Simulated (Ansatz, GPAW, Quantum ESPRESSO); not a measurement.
# Simulated XPS, UPS and emission spectra of Tl

What would valence photoemission of Tl look like, and what sets its shape? Spin–orbit coupling is left out of the bands throughout.

Program: Ansatz 0.2.0, Quantum ESPRESSO 7.5 and GPAW 26.7.0. Level of theory: DFT, LDA, plane-wave PAW, default files, scalar-relativistic, in the first sound run; inputs show where later runs differ. Results are calculated unless marked as measured.

Most raw output is cut from this account.

### Step 1. The structure

The structure is hexagonal, space group P6_3/mmc (No. 194). Conventional cell: a = 3.456 Å, b = 3.456 Å, c = 5.525 Å, α = 90.00°, β = 90.00°, γ = 120.00°. Nearest to Tl lie 12 Tl at 3.41 to 3.46 Å.

### Step 2. Self-consistent run, DOS and bands

The base run gives the projected DOS, from which the spectra are built. The DOS is taken on a denser mesh than the density.

Input file input.yaml:

```yaml
crystal:
  lattice:
    - [3.456, 0.0, 0.0]
    - [-1.728, 2.9929837955, 0.0]
    - [0.0, 0.0, 5.525]
  atoms:
    - { symbol: Tl, position: [0.6666666667, 0.3333333333, 0.75] }
    - { symbol: Tl, position: [0.3333333333, 0.6666666667, 0.25] }
kpoints:
  mp_grid: { grid: [12, 12, 8] }
  band_path:
    path:
      - [[0.0, 0.0, 0.0], [0.5, 0.0, 0.0], [0.333333, 0.333333, 0.0], [0.0, 0.0, 0.0], [0.0, 0.0, 0.5], [0.5, 0.0, 0.5], [0.333333, 0.333333, 0.5], [0.0, 0.0, 0.5]]
      - [[0.5, 0.0, 0.5], [0.5, 0.0, 0.0]]
      - [[0.333333, 0.333333, 0.5], [0.333333, 0.333333, 0.0]]
    npoints: 10
scf:
  occupations: { method: fermi_dirac, width: 0.05 }
  n_extra_bands: 8
hamiltonian:
  xc: lda
  pseudopotentials: { kind: paw }
output:
  forces: true
  stress: true
  dos:
    projected: true
    de: 0.05
    e_range: [-30, 12]
    nscf_kmesh: { grid: [24, 24, 12] }
  fatbands: true
```

Started as:

```console
ansatz run input.yaml --threads 2 --pin off --max-ram 6144MiB --backend cpu --events-out ev --progress --plain --runs-dir out
```

Run time: 12 s. Hardware: 2 threads of Arm Neoverse V1, shared host; peak memory 0.46 GiB.

Numbers from this step:

- free energy: -22293.1675 eV
- energy at zero smearing: -22293.1640 eV
- smearing term TS: 0.007023 eV
- Fermi energy: 10.04 eV
- symmetry operations: 24
- pressure: -1.777 GPa
- zero of energy: Fermi level
- share of occupied states in no projected shell: 0.0014 of the occupied states in the window
- DOS at the Fermi level: 0.7912 states/eV/cell

The electronic bands at the labelled points (eV, zero at the Fermi level; # counts the bands kept):

| point | #10 | #11 | #12 | #13 | #14 | #15 | #16 | #17 |
| --- | --- | --- | --- | --- | --- | --- | --- | --- |
| Γ | -11.02 | -10.10 | -5.17 | -2.86 | 7.90 | 7.90 | 9.99 | 9.99 |
| halfway | -10.99 | -8.88 | -4.43 | -1.41 | 1.78 | 5.27 | 5.42 | 7.94 |
| M | -10.97 | -5.84 | -4.75 | -0.75 | 0.47 | 1.31 | 3.81 | 3.82 |
| halfway | -10.99 | -5.55 | -4.53 | -0.74 | 0.93 | 1.78 | 1.98 | 3.86 |
| K | -11.01 | -4.68 | -4.68 | -1.32 | 1.74 | 1.74 | 2.75 | 3.10 |
| halfway | -10.99 | -8.47 | -4.19 | -0.97 | 1.71 | 2.53 | 6.11 | 7.18 |
| Γ | -11.02 | -10.10 | -5.17 | -2.86 | 7.90 | 7.90 | 9.99 | 9.99 |
| halfway | -11.04 | -9.75 | -6.87 | -0.49 | 7.62 | 8.17 | 8.17 | 9.66 |
| A | -11.13 | -8.66 | -8.66 | 3.32 | 3.32 | 8.88 | 8.88 | 8.88 |
| halfway | -11.12 | -7.46 | -7.46 | 2.37 | 2.37 | 4.87 | 4.87 | 6.85 |
| L | -10.98 | -4.79 | -4.79 | -2.30 | -2.30 | 5.50 | 5.50 | 6.08 |
| halfway | -10.99 | -4.56 | -4.56 | -1.82 | -1.82 | 2.53 | 2.53 | 7.01 |
| H | -11.01 | -4.16 | -4.16 | -0.93 | -0.93 | 0.20 | 0.20 | 7.58 |
| halfway | -11.04 | -7.07 | -7.07 | 2.04 | 2.04 | 4.22 | 4.22 | 5.60 |
| A | -11.13 | -8.66 | -8.66 | 3.32 | 3.32 | 8.88 | 8.88 | 8.88 |
| jump to L | -10.98 | -4.79 | -4.79 | -2.30 | -2.30 | 5.50 | 5.50 | 6.08 |
| halfway | -10.97 | -5.55 | -4.52 | -2.11 | -0.79 | 3.40 | 4.27 | 5.37 |
| M | -10.97 | -5.84 | -4.75 | -0.75 | 0.47 | 1.31 | 3.81 | 3.82 |
| jump to H | -11.01 | -4.16 | -4.16 | -0.93 | -0.93 | 0.20 | 0.20 | 7.58 |
| halfway | -11.03 | -4.45 | -4.45 | -0.91 | 0.04 | 0.04 | 1.73 | 5.43 |
| K | -11.01 | -4.68 | -4.68 | -1.32 | 1.74 | 1.74 | 2.75 | 3.10 |

Of the projections kept (Tl s, Tl p, Tl d, not projected), the largest for each band there; the rest of the weight can lie on other orbitals:

| point | #10 | #11 | #12 | #13 | #14 | #15 | #16 | #17 |
| --- | --- | --- | --- | --- | --- | --- | --- | --- |
| Γ | Tl d 1.00 | Tl s 1.00 | Tl s 0.95 | Tl p 0.99 | Tl p 0.94 | Tl p 0.94 | Tl p 0.86 | Tl p 0.86 |
| M | Tl d 1.00 | Tl s 0.76 | Tl s 0.53 | Tl p 0.52 | Tl p 0.78 | Tl p 0.98 | Tl p 0.84 | Tl p 0.98 |
| K | Tl d 1.00 | Tl s 0.78 | Tl s 0.78 | Tl p 0.97 | Tl p 0.76 | Tl p 0.76 | Tl p 0.98 | Tl p 0.96 |
| Γ | Tl d 1.00 | Tl s 1.00 | Tl s 0.95 | Tl p 0.99 | Tl p 0.94 | Tl p 0.94 | Tl p 0.86 | Tl p 0.86 |
| A | Tl d 1.00 | Tl s 0.54 | Tl s 0.54 | Tl p 0.49 | Tl p 0.49 | Tl p 0.95 | Tl p 0.95 | Tl p 0.95 |
| L | Tl d 1.00 | Tl s 0.88 | Tl s 0.88 | Tl p 0.96 | Tl p 0.96 | Tl p 0.96 | Tl p 0.96 | Tl p 0.91 |

The DOS has structure finer than the step of the table below, so its rows give means over 1 eV, whole bins alone (the curve runs from -13.3 to 10.4 eV). Peaks (eV: height): total -11.5: 30.5, -11.0: 33.6; Tl 5d -11.5: 30.1, -11.0: 33.5; Tl 6p -1.0: 1.25, 0.9: 0.854, 1.6: 0.958, 7.0: 1.18; Tl 6s -11.6: 0.193, -4.2: 1.41, -0.9: 0.223.

The DOS by E, zero at the Fermi level; means over each step; values in states/eV/cell:

| E (eV) | total | Tl 5d | Tl 6p | Tl 6s |
| --- | --- | --- | --- | --- |
| -12 | 6.35 | 6.25 | 0.0481 | 0.0472 |
| -11 | 13.6 | 13.5 | 0.0862 | 0.0257 |
| -10 | 0.0943 | 5.1e-4 | 0.0232 | 0.0703 |
| -9 | 0.318 | 0.00620 | 0.129 | 0.182 |
| -8 | 0.452 | 0.0141 | 0.202 | 0.235 |
| -7 | 0.582 | 0.0210 | 0.244 | 0.316 |
| -6 | 0.792 | 0.0290 | 0.261 | 0.500 |
| -5 | 0.905 | 0.0270 | 0.193 | 0.683 |
| -4 | 0.857 | 0.0148 | 0.107 | 0.732 |
| -3 | 0.00929 | 3.9e-5 | 0.00881 | 3.6e-4 |
| -2 | 0.414 | 0.00434 | 0.369 | 0.0368 |
| -1 | 1.12 | 0.0167 | 0.929 | 0.163 |
| 0 | 0.885 | 0.0109 | 0.671 | 0.188 |
| 1 | 1.01 | 0.0125 | 0.784 | 0.190 |
| 2 | 1.02 | 0.0118 | 0.824 | 0.158 |
| 3 | 1.06 | 0.0102 | 0.874 | 0.130 |
| 4 | 1.24 | 0.00931 | 1.05 | 0.102 |
| 5 | 1.28 | 0.00790 | 1.09 | 0.0756 |
| 6 | 1.28 | 0.00549 | 1.07 | 0.0568 |
| 7 | 1.40 | 0.00355 | 1.15 | 0.0345 |
| 8 | 0.936 | 0.00164 | 0.655 | 0.0180 |
| 9 | 1.26 | 9.3e-4 | 0.383 | 0.0105 |

This run's widths, added to any smearing of the DOS itself: Gaussian 0.1 eV, Lorentzian 0.2 eV. Intensity against binding energy, zero at the Fermi level; values in % of the maximum within 13 eV:

| binding energy (eV) | 21.2 eV | 60 eV | 250 eV | 1486.7 eV | 8047.8 eV |
| --- | --- | --- | --- | --- | --- |
| -1.0 | 1.79 | 0.0242 | 0.124 | 0.0321 | 0.0528 |
| -0.5 | 4.03 | 0.0305 | 0.241 | 0.0474 | 0.0918 |
| 0.0 | 32.5 | 0.0881 | 1.77 | 0.223 | 0.579 |
| 0.5 | 76.5 | 0.183 | 3.60 | 0.467 | 1.23 |
| 1.0 | 98.6 | 0.234 | 4.17 | 0.572 | 1.48 |
| 1.5 | 59.7 | 0.149 | 2.35 | 0.343 | 0.869 |
| 2.0 | 36.5 | 0.101 | 1.34 | 0.213 | 0.520 |
| 2.5 | 12.1 | 0.0610 | 0.569 | 0.104 | 0.219 |
| 3.0 | 3.38 | 0.0536 | 0.461 | 0.0819 | 0.152 |
| 3.5 | 4.21 | 0.0649 | 1.14 | 0.135 | 0.304 |
| 4.0 | 25.4 | 0.152 | 9.09 | 0.726 | 2.09 |
| 4.5 | 39.2 | 0.243 | 11.5 | 0.974 | 2.72 |
| 5.0 | 31.5 | 0.241 | 8.25 | 0.764 | 2.02 |
| 5.5 | 34.9 | 0.274 | 7.64 | 0.760 | 1.93 |
| 6.0 | 35.1 | 0.289 | 6.57 | 0.709 | 1.73 |
| 6.5 | 32.0 | 0.287 | 5.23 | 0.622 | 1.44 |
| 7.0 | 29.6 | 0.301 | 4.46 | 0.586 | 1.28 |
| 7.5 | 27.0 | 0.329 | 3.93 | 0.576 | 1.18 |
| 8.0 | 23.9 | 0.378 | 3.52 | 0.594 | 1.13 |
| 8.5 | 20.4 | 0.466 | 3.21 | 0.654 | 1.12 |
| 9.0 | 16.1 | 0.633 | 3.00 | 0.794 | 1.19 |
| 9.5 | 10.8 | 0.987 | 2.90 | 1.12 | 1.43 |
| 10.0 | 3.71 | 1.91 | 2.81 | 1.96 | 2.11 |
| 10.5 | - | 5.73 | 5.84 | 5.74 | 5.75 |
| 11.0 | - | 75.9 | 75.2 | 75.8 | 75.7 |
| 11.5 | - | 98.5 | 98.5 | 98.5 | 98.5 |
| 12.0 | - | 12.6 | 12.7 | 12.6 | 12.6 |
| 12.5 | - | 2.69 | 2.72 | 2.69 | 2.69 |
| 13.0 | - | 1.21 | 1.24 | 1.21 | 1.22 |

Maxima picked by a test of local sharpness, so broad peaks and shoulders can be missing; peaks within 0.45 eV of a curve's cut are left out. Valence peaks, by row:

| photon energy (eV) | binding energy (eV) | height (% of the maximum within 13 eV) | main shell | its share (%) |
| --- | --- | --- | --- | --- |
| 21.2 | 5.8 | 36.33 | Tl 6p | 67.5 |
| 21.2 | 4.35 | 42.74 | Tl 6s | 53.58 |
| 21.2 | 0.95 | 100 | Tl 6p | 96.03 |
| 60 | 11.5 | 100 | Tl 5d | 99.98 |
| 60 | 11.2 | 95.98 | Tl 5d | 99.98 |
| 250 | 11.5 | 100 | Tl 5d | 98.52 |
| 250 | 11.25 | 95.46 | Tl 5d | 99 |
| 250 | 4.3 | 13.42 | Tl 6s | 95.68 |
| 250 | 0.9 | 4.3 | Tl 6s | 51.88 |
| 1487 | 11.5 | 100 | Tl 5d | 99.87 |
| 1487 | 11.2 | 95.94 | Tl 5d | 99.91 |
| 8048 | 11.5 | 100 | Tl 5d | 99.6 |
| 8048 | 11.2 | 95.86 | Tl 5d | 99.73 |

Window up to 10.4 eV. Shell moments, by row:

| element | shell | occupied states an atom | centre of occupied part (eV) | rms width of occupied part (eV) | centre up to the window's top (eV) | rms width up to the window's top (eV) |
| --- | --- | --- | --- | --- | --- | --- |
| Tl | 6s | 1.541 | -5.486 | 2.31 | -3.622 | 4.176 |
| Tl | 6p | 1.473 | -3.71 | 3.337 | 2.608 | 4.655 |
| Tl | 5d | 9.964 | -11.3 | 0.6047 | -11.25 | 1.056 |

Recipe: projected DOS times atomic cross section and asymmetry factor (linear light, 10° from the polarisation), occupied states only, Fermi edge at 300 K, a Lorentzian width of 0.2 eV growing by 0 eV per eV of binding energy, and a resolution of 0.1 eV. Curves are cut 10 eV under the photon energy, above any shell that the free atom's threshold puts out of reach, or at the lower edge of the window: 10.2 eV at 21.2 eV, 13.3 eV at 60 eV, 13.3 eV at 250 eV, 13.3 eV at 1486.7 eV and 13.3 eV at 8047.8 eV. Matrix elements of the solid and inelastic losses aren't modelled, nor non-dipole terms, which matter above 3 keV.

Share of each shell in the spectrum's area (%), by photon energy:

| shell | 21.2 eV | 60 eV | 250 eV | 1486.7 eV | 8047.8 eV |
| --- | --- | --- | --- | --- | --- |
| Tl 6s | 19.4 | 0.1 | 26.3 | 2.4 | 7.2 |
| Tl 6p | 80.6 | 0.3 | 4.2 | 0.9 | 2.5 |
| Tl 5d | 0.0 | 99.6 | 69.5 | 96.7 | 90.3 |

Cross sections used, in Mb an electron:

| shell | 21.2 eV | 60 eV | 250 eV | 1486.7 eV | 8047.8 eV |
| --- | --- | --- | --- | --- | --- |
| Tl 6s | 0.21 | 0.017 | 0.0050 | 4.1e-4 | 2.2e-5 |
| Tl 6p | 0.60 | 0.036 | 0.0019 | 1.9e-4 | 8.7e-6 |
| Tl 5d | - | 2.0 | 0.011 | 0.0032 | 5.6e-5 |

At the Fermi level the DOS is 0.79 states/eV a cell, and on the broadened curves Tl 6p holds 74 % of the total there.

### Step 3. A coarser DOS mesh

A coarser mesh is cheaper; this run shows what it does to the DOS.

input.yaml, the sections that differ from step 2:

```yaml
kpoints:
  mp_grid: { grid: [12, 12, 8] }
output:
  forces: true
  stress: true
  dos:
    projected: true
    de: 0.05
    e_range: [-30, 12]
    nscf_kmesh: { grid: [12, 12, 6] }
# crystal, scf, hamiltonian: as in step 2
```

It took 4.4 s on 2 threads; peak memory 0.36 GiB; 8.5 s of CPU time.

Numbers from this step:

```
DOS at the Fermi level : 0.7745 states/eV/cell
```

Maxima picked by a test of local sharpness, so broad peaks and shoulders can be missing; peaks within 0.45 eV of a curve's cut are left out. Valence peaks, by row:

| photon energy (eV) | binding energy (eV) | height (% of the maximum within 13 eV) | main shell | its share (%) |
| --- | --- | --- | --- | --- |
| 21.2 | 5.65 | 39.59 | Tl 6p | 55.44 |
| 21.2 | 4.3 | 46.99 | Tl 6s | 63.53 |
| 21.2 | 0.9 | 100 | Tl 6p | 94.05 |
| 100 | 11.3 | 100 | Tl 5d | 99.96 |
| 1254 | 11.3 | 100 | Tl 5d | 99.9 |
| 1487 | 11.3 | 100 | Tl 5d | 99.9 |
| 5415 | 11.3 | 100 | Tl 5d | 99.8 |

Spectra as before, but with a recipe of its own (widths, and in some runs the light), which changes peak heights and what is resolved: Gaussian 0.3 eV, Lorentzian 0.1 eV plus 0.05 times the binding energy, unpolarised light, analyser at 54.7°, Fermi edge at 300 K; some photon energies differ too.

Side by side:

| quantity | this run | base run | difference |
| --- | --- | --- | --- |
| DOS at the Fermi level (states/eV/cell) | 0.7745 | 0.7912 | -0.0167 |

### Step 4. Another volume

A changed volume shows how band widths and levels follow the bond length.

The cell differs from the one that the last finished run ended in (a 3.456 → 3.501 Å, b 3.456 → 3.501 Å, c 5.525 → 5.598 Å).

Input file input.yaml:

```yaml
crystal:
  lattice:
    - [3.5014788996, 0.0, 0.0]
    - [-1.7507394498, 3.0323696779, 0.0]
    - [0.0, 0.0, 5.5977057061]
  atoms:
    - { symbol: Tl, position: [0.6666666667, 0.3333333333, 0.75] }
    - { symbol: Tl, position: [0.3333333333, 0.6666666667, 0.25] }
kpoints:
  mp_grid: { grid: [12, 12, 8] }
  band_path:
    path:
      - [[0.0, 0.0, 0.0], [0.5, 0.0, 0.0], [0.333333, 0.333333, 0.0], [0.0, 0.0, 0.0], [0.0, 0.0, 0.5], [0.5, 0.0, 0.5], [0.333333, 0.333333, 0.5], [0.0, 0.0, 0.5]]
      - [[0.5, 0.0, 0.5], [0.5, 0.0, 0.0]]
      - [[0.333333, 0.333333, 0.5], [0.333333, 0.333333, 0.0]]
    npoints: 10
scf:
  occupations: { method: fermi_dirac, width: 0.05 }
  n_extra_bands: 8
hamiltonian:
  xc: lda
  pseudopotentials: { kind: paw }
output:
  forces: true
  stress: true
  dos:
    projected: true
    de: 0.05
    e_range: [-30, 12]
    nscf_kmesh: { grid: [24, 24, 12] }
  fatbands: true
```

The job ended after 12 s (2 threads; peak memory 0.47 GiB).

Numbers from this step:

```
free energy             : -22293.1335 eV
energy at zero smearing : -22293.1299 eV
smearing term TS        : 0.007265 eV
Fermi energy            : 9.493 eV
pressure                : -2.935 GPa
DOS at the Fermi level  : 0.8262 states/eV/cell
```

The electronic bands at the labelled points (eV, zero at the Fermi level; # counts the bands kept):

| point | #10 | #11 | #12 | #13 | #14 | #15 | #16 | #17 |
| --- | --- | --- | --- | --- | --- | --- | --- | --- |
| Γ | -11.01 | -9.83 | -5.19 | -2.70 | 7.64 | 7.64 | 9.65 | 9.65 |
| halfway | -10.98 | -8.66 | -4.47 | -1.32 | 1.73 | 5.14 | 5.17 | 7.73 |
| M | -10.96 | -5.80 | -4.70 | -0.79 | 0.48 | 1.31 | 3.72 | 3.75 |
| halfway | -10.99 | -5.52 | -4.51 | -0.75 | 0.92 | 1.76 | 1.95 | 3.77 |
| K | -11.00 | -4.68 | -4.68 | -1.23 | 1.66 | 1.66 | 2.71 | 3.03 |
| halfway | -10.99 | -8.27 | -4.24 | -0.89 | 1.66 | 2.46 | 5.87 | 6.94 |
| Γ | -11.01 | -9.83 | -5.19 | -2.70 | 7.64 | 7.64 | 9.65 | 9.65 |
| halfway | -11.04 | -9.50 | -6.75 | -0.48 | 7.36 | 7.91 | 7.91 | 9.34 |
| A | -11.11 | -8.46 | -8.46 | 3.19 | 3.19 | 8.59 | 8.59 | 8.59 |
| halfway | -11.10 | -7.31 | -7.31 | 2.25 | 2.25 | 4.73 | 4.73 | 6.64 |
| L | -10.98 | -4.81 | -4.81 | -2.17 | -2.17 | 5.36 | 5.36 | 5.88 |
| halfway | -10.99 | -4.59 | -4.59 | -1.72 | -1.72 | 2.47 | 2.47 | 6.81 |
| H | -11.00 | -4.22 | -4.22 | -0.86 | -0.86 | 0.23 | 0.23 | 7.35 |
| halfway | -11.03 | -6.93 | -6.93 | 1.93 | 1.93 | 4.12 | 4.12 | 5.46 |
| A | -11.11 | -8.46 | -8.46 | 3.19 | 3.19 | 8.59 | 8.59 | 8.59 |
| jump to L | -10.98 | -4.81 | -4.81 | -2.17 | -2.17 | 5.36 | 5.36 | 5.88 |
| halfway | -10.96 | -5.53 | -4.52 | -2.02 | -0.74 | 3.29 | 4.18 | 5.24 |
| M | -10.96 | -5.80 | -4.70 | -0.79 | 0.48 | 1.31 | 3.72 | 3.75 |
| jump to H | -11.00 | -4.22 | -4.22 | -0.86 | -0.86 | 0.23 | 0.23 | 7.35 |
| halfway | -11.03 | -4.48 | -4.48 | -0.84 | 0.05 | 0.05 | 1.71 | 5.27 |
| K | -11.00 | -4.68 | -4.68 | -1.23 | 1.66 | 1.66 | 2.71 | 3.03 |

Of the projections kept (Tl s, Tl p, Tl d, not projected), the largest for each band there; the rest of the weight can lie on other orbitals:

| point | #10 | #11 | #12 | #13 | #14 | #15 | #16 | #17 |
| --- | --- | --- | --- | --- | --- | --- | --- | --- |
| Γ | Tl d 1.00 | Tl s 1.00 | Tl s 0.95 | Tl p 0.99 | Tl p 0.95 | Tl p 0.95 | Tl p 0.87 | Tl p 0.87 |
| M | Tl d 1.00 | Tl s 0.78 | Tl s 0.57 | Tl p 0.56 | Tl p 0.79 | Tl p 0.98 | Tl p 0.84 | Tl p 0.98 |
| K | Tl d 1.00 | Tl s 0.79 | Tl s 0.79 | Tl p 0.97 | Tl p 0.77 | Tl p 0.77 | Tl p 0.98 | Tl p 0.96 |
| Γ | Tl d 1.00 | Tl s 1.00 | Tl s 0.95 | Tl p 0.99 | Tl p 0.95 | Tl p 0.95 | Tl p 0.87 | Tl p 0.87 |
| A | Tl d 1.00 | Tl s 0.55 | Tl s 0.55 | Tl p 0.50 | Tl p 0.50 | Tl p 0.95 | Tl p 0.95 | Tl p 0.95 |
| L | Tl d 1.00 | Tl s 0.89 | Tl s 0.89 | Tl p 0.97 | Tl p 0.97 | Tl p 0.96 | Tl p 0.96 | Tl p 0.92 |

The two runs compared:

| quantity | this run | base run | difference |
| --- | --- | --- | --- |
| DOS at the Fermi level (states/eV/cell) | 0.8262 | 0.7912 | 0.0350 |

Of the bands kept, 3 cross the Fermi level on this path.

### Step 5. Quantum ESPRESSO: self-consistent run

This step: DFT, LDA, plane waves, ultrasoft GBRV pseudopotentials, scalar-relativistic (Quantum ESPRESSO 7.5).

The main run's cell is run in Quantum ESPRESSO, with other potentials, to see which digits hang on the program.

Input file scf.in:

```
&control
  calculation = 'scf'
  prefix = 'pes'
  outdir = './tmp'
  pseudo_dir = './pp'
  tprnfor = .true.
  tstress = .true.
/
&system
  ibrav = 0
  nat = 2
  ntyp = 1
  ecutwfc = 40.0
  ecutrho = 200.0
  occupations = 'smearing'
  nbnd = 21
  smearing = 'fd'
  degauss = 0.00367
/
&electrons
  conv_thr = 2e-09
  mixing_beta = 0.5
  electron_maxstep = 120
/
ATOMIC_SPECIES
Tl 204.3800 tl_lda_v1.2.uspp.F.UPF
CELL_PARAMETERS angstrom
 3.456000000 0.000000000 0.000000000
 -1.728000000 2.992983795 0.000000000
 0.000000000 0.000000000 5.525000000
ATOMIC_POSITIONS crystal
Tl 0.666666667 0.333333333 0.750000000
Tl 0.333333333 0.666666667 0.250000000
K_POINTS automatic
12 12 8 0 0 0
```

Started as:

```console
OMP_NUM_THREADS=1 mpirun -n 2 pw.x -nk 2 -in scf.in > scf.out
```

Run time: 29 s. Hardware: 2 MPI ranks.

Numbers from this step:

* free energy: -3941.9651 eV
* Fermi energy: 10.37 eV
* pressure: -3.412 GPa

The run ends at a pressure of -3.41 GPa.

### Step 6. Quantum ESPRESSO: denser mesh

The levels for the density of states are solved on the fixed potential, without another SCF cycle.

nscf.in, as its differences from scf.in of step 5:

```diff
@@ -1,3 +1,3 @@
 &control
-  calculation = 'scf'
+  calculation = 'nscf'
   prefix = 'pes'
@@ -5,4 +5,3 @@
   pseudo_dir = './pp'
-  tprnfor = .true.
-  tstress = .true.
+  verbosity = 'high'
 /
@@ -23,2 +22,3 @@
   electron_maxstep = 120
+  diago_full_acc = .true.
 /
@@ -34,2 +34,2 @@
 K_POINTS automatic
-12 12 8 0 0 0
+18 18 10 0 0 0
```

Started as:

```console
OMP_NUM_THREADS=1 mpirun -n 2 pw.x -nk 2 -in nscf.in > nscf.out
```

It took 82 s on 2 MPI ranks.

This step gave:

```
Fermi energy : 10.35 eV
```

### Step 7. Projected DOS and spectra

projwfc.x splits the states by atom and shell, which the spectra need, since each shell has its own cross section.

Input file projwfc.in:

```
&projwfc
  prefix = 'pes'
  outdir = './tmp'
  filpdos = 'pes'
  ngauss = 0
  degauss = 0.00735
  DeltaE = 0.05
  Emin = -19.65
  Emax = 22.35
/
```

Started as:

```console
OMP_NUM_THREADS=1 mpirun -n 2 projwfc.x -nk 2 -in projwfc.in > projwfc.out
```

Wall time 1.6 s (2 MPI ranks); 3.6 s of CPU time.

This step gave:

```
share of occupied states in no projected shell : 0.0018 of the occupied states in the window
DOS at the Fermi level                         : 0.8848 states/eV/cell
```

The DOS has structure finer than the step of the table below, so its rows give means over 1 eV, whole bins alone (the curve runs from -12.1 to 10.4 eV). Peaks (eV: height): total -11.5: 26.3; Tl 5d -11.5: 26.1; Tl 6p 5.0: 1.44, 5.6: 1.28, 6.1: 1.42, 7.0: 1.28; Tl 6s -4.3: 1.38, 0.6: 0.278, 1.7: 0.278.

Table of DOS by E, zero at the Fermi level; means over each step; values in states/eV/cell:

| E (eV) | total | Tl 5d | Tl 6p | Tl 6s |
| --- | --- | --- | --- | --- |
| -11 | 14.3 | 14.2 | 0.0588 | 0.0248 |
| -10 | 0.0973 | 5.2e-4 | 0.0245 | 0.0722 |
| -9 | 0.314 | 0.00557 | 0.131 | 0.177 |
| -8 | 0.460 | 0.0123 | 0.212 | 0.236 |
| -7 | 0.567 | 0.0164 | 0.247 | 0.304 |
| -6 | 0.797 | 0.0226 | 0.274 | 0.500 |
| -5 | 0.904 | 0.0204 | 0.201 | 0.682 |
| -4 | 0.859 | 0.0111 | 0.106 | 0.741 |
| -3 | 0.0145 | 3.5e-5 | 0.0144 | 1.1e-4 |
| -2 | 0.422 | 0.00286 | 0.381 | 0.0366 |
| -1 | 1.11 | 0.0105 | 0.924 | 0.165 |
| 0 | 0.866 | 0.00703 | 0.668 | 0.182 |
| 1 | 0.966 | 0.00763 | 0.759 | 0.187 |
| 2 | 1.07 | 0.00768 | 0.856 | 0.183 |
| 3 | 1.06 | 0.00648 | 0.884 | 0.134 |
| 4 | 1.25 | 0.00588 | 1.09 | 0.0994 |
| 5 | 1.26 | 0.00452 | 1.09 | 0.0847 |
| 6 | 1.27 | 0.00308 | 1.10 | 0.0543 |
| 7 | 1.39 | 0.00191 | 1.17 | 0.0389 |
| 8 | 0.963 | 8.2e-4 | 0.696 | 0.0204 |
| 9 | 1.25 | 4.7e-4 | 0.399 | 0.00885 |

Maxima picked by a test of local sharpness, so broad peaks and shoulders can be missing; peaks within 0.45 eV of a curve's cut are left out. Valence peaks, by row:

| photon energy (eV) | binding energy (eV) | height (% of the maximum within 13 eV) | main shell | its share (%) |
| --- | --- | --- | --- | --- |
| 21.2 | 5.628 | 44.32 | Tl 6p | 56.09 |
| 21.2 | 4.428 | 49.8 | Tl 6s | 62.64 |
| 21.2 | 0.878 | 100 | Tl 6p | 93.65 |
| 100 | 11.33 | 100 | Tl 5d | 99.97 |
| 900 | 11.33 | 100 | Tl 5d | 99.93 |
| 1487 | 11.33 | 100 | Tl 5d | 99.93 |
| 5415 | 11.33 | 100 | Tl 5d | 99.85 |

Spectra as before, but with a recipe of its own (widths, and in some runs the light), which changes peak heights and what is resolved: Gaussian 0.6 eV, Lorentzian 0.1 eV plus 0.03 times the binding energy, unpolarised light, analyser at 54.7°, Fermi edge at 300 K; some photon energies differ too.

[end of part 1 of 2]

[Logs are printed without paths, hosts, clocks, repeated set-up lines and the standing remarks that a program may print on its own settings, such as how far it seeks lower states.]

[Hosts, paths, dates, database ids (printed as entryN), source tags and the programs' standing remarks are cut or masked in the printed files.]

[Maps of the electrostatic potential energy from Ansatz leave out the sawtooth potential of an applied field or a dipole correction, so their vacuum need not be flat; work functions include it.]

[Peak lists hold at most the 14 tallest peaks of each spectrum; further lines can be left out.]
